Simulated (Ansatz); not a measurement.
## Zn3Pb, from a guessed structure to a relaxed one

This structure for Zn3Pb is made up. Its elements were placed in a known structure type with a cell scaled to their sizes. What cell does the guess relax to, and how far off was it?

Method: DFT, r2SCAN, plane-wave PAW, files of the set soft_1, scalar-relativistic, no spin, cell and ions relaxed at zero pressure; PAW set soft_1, in Ansatz 0.2.0.

### 1. The starting structure

It takes space group Fm-3m (No. 225, cubic). Conventional cell: a = 6.790 Å, b = 6.790 Å, c = 6.790 Å, α = 90.00°, β = 90.00°, γ = 90.00°. Pb has 8 Zn at 2.94 Å nearest. Nearest to Zn lie 8 Zn at 2.94 Å. Nearest to Zn lie 4 Zn at 2.94 Å and 4 Pb at 2.94 Å. Farther neighbours are not listed.

### 2. Relaxation of the guess

The guessed cell has no reason to be at equilibrium. It is relaxed with the atoms, within the space group of the guess.

input.yaml reads:

```yaml
crystal:
  lattice:
    - [0.0, 3.395, 3.395]
    - [3.395, 0.0, 3.395]
    - [3.395, 3.395, 0.0]
  atoms:
    - { symbol: Pb, position: [0.0, 0.0, 0.0] }
    - { symbol: Zn, position: [0.5, 0.5, 0.5] }
    - { symbol: Zn, position: [0.75, 0.75, 0.75] }
    - { symbol: Zn, position: [0.25, 0.25, 0.25] }
kpoints:
  mp_grid: { grid: [7, 7, 7] }
scf:
  occupations: { method: fermi_dirac, width: 0.05 }
hamiltonian:
  xc: r2scan
  pseudopotentials: { kind: paw, azcp: { folder: soft_1 } }
relax:
  f_tol: 0.015
  max_steps: 70
  cell: {}
output:
  forces: true
  stress: true
```

Started as:

```
$ ansatz run input.yaml --threads 4 --pin off --max-ram 10240MiB --backend cpu --events-out ev --progress --plain --runs-dir out
```

Numbers of over 12 decimals in the logs are rounded to 6 here.

Log:

```text
Engine: ansatz 0.2.0, x86_64-unknown-linux-gnu
Pseudopotentials: kind: paw
Pseudopotential: Pb, paw, valence charge 14, recommended cutoff 500 eV (meta_gga), soft_1/Pb.paw.azcp
Pseudopotential: Zn, paw, valence charge 12, recommended cutoff 500 eV (meta_gga), soft_1/Zn.paw.azcp
Functional definition: r2SCAN
  parameter k0 = 0.174
  parameter k1 = 0.065
  parameter a1 = 4.9479
  exchange = r2scan_x(k0 = k0, k1 = k1, a1 = a1)
  correlation = r2scan_c
Crystal: 4 atoms, lattice volume = 78.262 Å³
Basis set: ecut = 500 eV, 1989 PW (Γ), exchange–correlation on 144×144×144 points (64 copies of the dense FFT grid, shifted against one another)
Bands: 30, of which v1, the nominal top of the filled ones, is band 25 counted from 1 (24 counted from 0)
Symmetry: 48 space group operations
Space group: Fm-3m (ITA 225), of the structure as read, at distance tolerance 4.3e-5 Å
k-points: 20 of 343
Non-local potential: Pb, projectors of the file, l = 0: 2, l = 1: 2, l = 2: 2, l = 3: 1
Non-local potential: Zn, projectors of the file, l = 0: 2, l = 1: 2, l = 2: 3, l = 3: 1
PAW form: soft (Blöchl's): semilocal exchange-correlation on the pseudo side does not see the compensation charge
PAW frozen core: Pb, regenerated for the run's functional (the file was generated under x = pbe(κ = 0.804, μ = 0.219515), c = pbe(β = 0.066725))
PAW frozen core: Zn, regenerated for the run's functional (the file was generated under x = pbe(κ = 0.804, μ = 0.219515), c = pbe(β = 0.066725))
PAW one-centre angular grid: Pb, 590 points (default); XC on 160 Gauss nodes
PAW one-centre angular grid: Zn, 590 points (default); XC on 160 Gauss nodes
Initial density: superposition of atomic densities (chi_scale 0.1, normalization cell, long waves kept (reshape's long-wave potential 0.00 eV rms))
Initial wavefunctions: pseudopotential atomic-orbital guess
Functional: x = r2scan, c = r2scan; τ floored in thin density (d = 2e-4 eV/Å³)
SCF iter   1: F=—  HF=-21899.036822 eV  |F-HF|=—  |Δ(HF+E_count)|=         —  Δρ=4.46e-2  dr2=1.57e0  dr2_τ=5.44e-3  ethr=3.10e-3  ⟨swp⟩=7.0  Hψ=2981  notcnv=0
preconditioner: auto → none  [insulator: Δε(μ)=0.149 eV  Ē_g=12.314 eV  σ=0.050 eV  W_gap=0.62  n_scr=14 (ndim 8)  ℏωp=29.7 eV  f_vac=0.000  D(μ)=1.46/eV (n_scr^D=8)  ε∞_Penn≈6.8]
SCF iter   2: F=—  HF=-21898.661257 eV  |F-HF|=—  |Δ(HF+E_count)|=   3.76e-1  Δρ=1.63e-2  dr2=2.03e-1  dr2_τ=7.99e-3  ethr=3.10e-3  ⟨swp⟩=3.1  Hψ=1449  notcnv=0  defer=3
SCF iter   3: F=—  HF=-21898.603501 eV  |F-HF|=—  |Δ(HF+E_count)|=   5.78e-2  Δρ=1.05e-2  dr2=3.31e-2  dr2_τ=8.67e-4  ethr=4.07e-4  ⟨swp⟩=3.0  Hψ=1318  notcnv=0  defer=3
SCF iter   4: F=—  HF=-21898.616307 eV  |F-HF|=—  |Δ(HF+E_count)|=   1.28e-2  Δρ=3.19e-3  dr2=5.61e-3  dr2_τ=1.29e-4  ethr=6.63e-5  ⟨swp⟩=2.0  Hψ=1127  notcnv=0  defer=3
SCF iter   5: F=—  HF=-21898.620261 eV  |F-HF|=—  |Δ(HF+E_count)|=   3.95e-3  Δρ=7.57e-4  dr2=3.32e-4  dr2_τ=2.93e-6  ethr=1.12e-5  ⟨swp⟩=2.0  Hψ=1206  notcnv=0  defer=3
SCF iter   6: F=—  HF=-21898.620299 eV  |F-HF|=—  |Δ(HF+E_count)|=   3.79e-5  Δρ=3.63e-4  dr2=6.28e-5  dr2_τ=4.99e-7  ethr=6.63e-7  ⟨swp⟩=2.0  Hψ=1046  notcnv=0  defer=3
SCF iter   7: F=—  HF=-21898.620289 eV  |F-HF|=—  |Δ(HF+E_count)|=   1.00e-5  Δρ=8.55e-5  dr2=2.80e-6  dr2_τ=6.78e-8  ethr=1.26e-7  ⟨swp⟩=2.0  Hψ=1011  notcnv=0  defer=3
SCF iter   8: F=—  HF=-21898.620294 eV  |F-HF|=—  |Δ(HF+E_count)|=   4.39e-6  Δρ=2.37e-5  dr2=3.13e-7  dr2_τ=7.82e-9  ethr=5.60e-9  ⟨swp⟩=2.0  Hψ=1006  notcnv=0  defer=3
SCF iter   9: F=-21898.620294 eV  HF=-21898.620294 eV  |F-HF|=2.90e-8  |Δ(HF+E_count)|=   3.85e-7  Δρ=6.36e-6  dr2=2.30e-8  dr2_τ=2.03e-10  ethr=2.00e-10  ⟨swp⟩=5.0  Hψ=2412  notcnv=0
SCF 1 converged in 9 iterations: F = -21898.620294 eV  dr2 = 2.30e-8
  greatest PAW one-centre occupation: 0.983 electrons in one spin orbital (limit 2), on the Zn atom at site 1 (counted from 0), in its partial waves of l = 2
relax step   1: F+E_penalty+E_count = -21898.62029400 eV  Δ(F+E_penalty+E_count) = +0.000e0 eV  max|allowed force component| = 5.782e-17 eV/Å  Δτ_max = 0.0000 Å  P = +0.064 GPa  Ω = 78.262 Å³  (9 SCF iters, dr2 threshold 1.00e-7 eV, accepted)
Crystal: 4 atoms, lattice volume = 78.379 Å³
Initial density: handed on by an earlier stage of this run
Initial wavefunctions: those handed on with the density
iter 1 solved again at ethr=7.95e-9 eV; its pass at ethr=3.10e-3 eV (dr2=3.98e-6 eV) is discarded
SCF iter   1: F=—  HF=-21898.620150 eV  |F-HF|=—  |Δ(HF+E_count)|=         —  Δρ=5.00e-5  dr2=2.22e-6  dr2_τ=2.56e-5  ethr=7.95e-9  ⟨swp⟩=3.0  Hψ=3332  notcnv=0
preconditioner: auto → Kerker (q_TF=auto, 2.531 Å⁻¹)  [metal: Δε(μ)=0.086 eV  Ē_g=12.249 eV  σ=0.050 eV  W_gap=0.37  n_scr=14 (ndim 8)  ℏωp=29.7 eV  f_vac=0.000  D(μ)=2.26/eV (n_scr^D=14)]
SCF iter   2: F=—  HF=-21898.620265 eV  |F-HF|=—  |Δ(HF+E_count)|=   1.15e-4  Δρ=2.88e-5  dr2=4.50e-7  dr2_τ=1.01e-8  ethr=4.44e-9  ⟨swp⟩=2.0  Hψ=1109  notcnv=0
SCF iter   3: F=—  HF=-21898.620265 eV  |F-HF|=—  |Δ(HF+E_count)|=   3.17e-8  Δρ=1.44e-5  dr2=1.45e-7  dr2_τ=2.40e-9  ethr=8.99e-10  ⟨swp⟩=2.0  Hψ=970  notcnv=0
SCF iter   4: F=—  HF=-21898.620265 eV  |F-HF|=—  |Δ(HF+E_count)|=   5.40e-8  Δρ=6.04e-6  dr2=3.20e-8  dr2_τ=9.80e-10  ethr=2.91e-10  ⟨swp⟩=2.0  Hψ=839  notcnv=0
SCF iter   5: F=-21898.620265 eV  HF=-21898.620265 eV  |F-HF|=2.18e-11  |Δ(HF+E_count)|=   1.12e-8  Δρ=1.94e-6  dr2=3.55e-9  dr2_τ=3.00e-11  ethr=2.05e-11  ⟨swp⟩=5.0  Hψ=2208  notcnv=0
SCF 2 converged in 5 iterations: F = -21898.620265 eV  dr2 = 3.55e-9
relax step   2: F+E_penalty+E_count = -21898.62026545 eV  Δ(F+E_penalty+E_count) = +2.854e-5 eV  max|allowed force component| = 3.007e-17 eV/Å  Δτ_max = 0.0000 Å  P = -0.020 GPa  Ω = 78.379 Å³  energy of the carried Pulay correction = -4.433e-5 eV  (5 SCF iters, dr2 threshold 1.02e-8 eV, accepted)
Initial wavefunctions: pseudopotential atomic-orbital guess (no wavefunctions were taken with the density)
iter 1 solved again at ethr=3.50e-8 eV; its pass at ethr=3.10e-3 eV (dr2=1.75e-5 eV) is discarded
SCF iter   1: F=—  HF=-21898.620310 eV  |F-HF|=—  |Δ(HF+E_count)|=         —  Δρ=4.95e-6  dr2=1.05e-8  dr2_τ=1.57e-9  ethr=3.50e-8  ⟨swp⟩=3.6  Hψ=4904  notcnv=0
preconditioner: auto → Kerker (q_TF=auto, 2.531 Å⁻¹)  [metal: Δε(μ)=0.086 eV  Ē_g=12.248 eV  σ=0.050 eV  W_gap=0.37  n_scr=14 (ndim 8)  ℏωp=29.7 eV  f_vac=0.000  D(μ)=2.26/eV (n_scr^D=14)]
SCF iter   2: F=—  HF=-21898.620312 eV  |F-HF|=—  |Δ(HF+E_count)|=   1.92e-6  Δρ=3.80e-6  dr2=7.16e-9  dr2_τ=6.27e-11  ethr=2.11e-11  ⟨swp⟩=2.9  Hψ=1146  notcnv=0
SCF iter   3: F=—  HF=-21898.620312 eV  |F-HF|=—  |Δ(HF+E_count)|=  7.28e-12  Δρ=2.02e-6  dr2=1.16e-9  dr2_τ=3.25e-11  ethr=1.43e-11  ⟨swp⟩=2.0  Hψ=978  notcnv=0
SCF iter   4: F=—  HF=-21898.620312 eV  |F-HF|=—  |Δ(HF+E_count)|=  4.66e-10  Δρ=4.56e-7  dr2=1.59e-10  dr2_τ=1.70e-12  ethr=2.32e-12  ⟨swp⟩=2.0  Hψ=957  notcnv=0
SCF iter   5: F=-21898.620312 eV  HF=-21898.620312 eV  |F-HF|=0.00e0  |Δ(HF+E_count)|=  3.20e-10  Δρ=2.89e-7  dr2=3.56e-11  dr2_τ=2.62e-12  ethr=1.00e-12  ⟨swp⟩=5.0  Hψ=2529  notcnv=0
SCF 3 converged in 5 iterations: F = -21898.620312 eV  dr2 = 3.56e-11
relax step   3: F+E_penalty+E_count = -21898.62031151 eV  Δ(F+E_penalty+E_count) = -4.606e-5 eV  max|allowed force component| = 1.619e-17 eV/Å  Δτ_max = 0.0000 Å  P = -0.020 GPa  Ω = 78.379 Å³  stress off target by 1.98e-2 GPa  SCF on the basis re-selected at this cell (its energy is not comparable with the rows above)  (5 SCF iters)
basis re-selected at this cell: Δ(F+E_penalty+E_count) = -4.606e-5 eV, ΔP = +0.001 GPa vs the last step (what re-selecting the basis moved, of the pressure what is left beyond the Pulay correction that the steps carried, after the strain that the cell walked since its last selection, with what the two solves' SCF thresholds leave and, on support functions, any second-order correction that the steps lacked; it is no m [...]
SCF converged after 5 iterations
Free energy (F): -21898.620312 eV
Harris-Foulkes:  -21898.620312 eV  (|F-HF|=0.00e0)
Internal energy: -21898.602564 eV  (E = F + TS)
E sigma→0 (E₀):  -21898.611438 eV
Entropy (-TS):   -0.017748 eV (-4.437 meV/atom)
Fermi energy:    10.499005 eV
--- Per-component energies (eV) ---
  E_band       = 75.491766
  E_kinetic    = 729.222365
  E_local      = -6447.648873  (includes V_loc(G=0)·N_el)
  E_nonlocal   = 2778.600447
  E_hartree    = 2438.955676
  E_xc         = -399.797680
  E_vxc        = -302.210872  (∫ρ·V_xc dr)
  E_paw        = -16165.424777  (= ΣΔE_a)
  E_vpaw       = -1579.736750  (= ΣTr[D̂ρ^β])
  E_aug_tail   = 0.000218  (compensation charges beyond the density's cutoff)
  E_vtau       = 19.353694  (kinetic-family band-sum trace: ∫τ·v_τ [+ j·A + Jᵃ·Aᵃ] dr)
  E_ewald      = -4832.927391
  E_core_change = 0.417451  (= ΣΔE_core)
  E_smearing   = -0.017748  (= −TS)
  E_closure    = -0.000000  (closes the sum)
  Σ components = -21898.620312   (vs F -21898.620312, Δ=0.00e0)
--- Forces (eV/Å), atoms counted from 1 ---
  atom   1  Pb    -0.00000000     0.00000000     0.00000000
  atom   2  Zn     0.00000000    -0.00000000    -0.00000000
  atom   3  Zn    -0.00000000    -0.00000000     0.00000000
  atom   4  Zn     0.00000000     0.00000000     0.00000000
  max |Σ_I F_I| component: 2.15e-17 eV/Å
--- Stress (GPa, compression-positive) ---
       -0.019774      -0.000000      -0.000000
       -0.000000      -0.019774      -0.000000
       -0.000000      -0.000000      -0.019774
  P = ⅓ Tr σ = -0.0198 GPa (-0.198 kbar)
--- Relaxed structure (2 steps of the walk, 2 accepted, 1 SCFs on fresh bases) ---
  F+E_penalty+E_count = -21898.62031151 eV   max|allowed force component| = 1.619e-17 eV/Å   (the final SCF, on the basis selected at the relaxed cell)
  cell:  # Å, volume = 78.3788 Å³
    - [0, 3.396692, 3.396692]
    - [3.396692, 0, 3.396692]
    - [3.396692, 3.396692, 0]
  atoms:
    - { symbol: Pb, position: [0, 0, 0] }
    - { symbol: Zn, position: [0.5, 0.5, 0.5] }
    - { symbol: Zn, position: [0.75, 0.75, 0.75] }
    - { symbol: Zn, position: [0.25, 0.25, 0.25] }
```

It took 4.2 s on 4 threads of AMD EPYC 7R13 (Zen 3), shared host; peak memory 0.75 GiB; 15 s of CPU time.

Little changed from the start: no atom moved by 0.005 Å and no cell edge by 0.1 %.

This step gave:

```yaml
free_energy: -21898.6203 eV
energy_at_zero_smearing: -21898.6114 eV
smearing_term_ts: 0.01775 eV
fermi_energy: 10.50 eV
electrons: 50
symmetry_operations: 48
pressure: -0.01977 GPa
```

The shortest distance of each pair, which need not be the same contact before and after:

| pair | guess (Å) | relaxed (Å) |
| --- | --- | --- |
| Pb–Zn | 2.940 | 2.942 |
| Zn–Zn | 2.940 | 2.942 |
| Pb–Pb | 4.801 | 4.804 |

### 3. Outcome

```json
{
 "space group, relaxed": "Fm-3m",
 "conventional cell": "a = 6.793, b = 6.793, c = 6.793 Å; α = 90.0°, β = 90.0°, γ = 90.0°",
 "volume per atom": "19.59 Å³ (guess 19.57)"
}
```

In words: Zn3Pb relaxes to Fm-3m with a = 6.793, b = 6.793 and c = 6.793 Å. The guessed volume was near the relaxed one. The space group Fm-3m was held in the relaxation, so the end point is a stationary structure within it and may be a saddle against distortions or other arrangements. Mesh and cutoff weren't tested. Spin-orbit coupling is left out, which can matter for elements this heavy. No dispersion term is used, so weakly bound directions may come out too long. Nothing here tests whether the compound is stable against decomposition.

[Logs are printed without paths, hosts, clocks, repeated set-up lines and the standing remarks that a program may print on its own settings, such as how far it seeks lower states.]

[Hosts, paths, dates, database ids (printed as entryN), source tags and the programs' standing remarks are cut or masked in the printed files.]
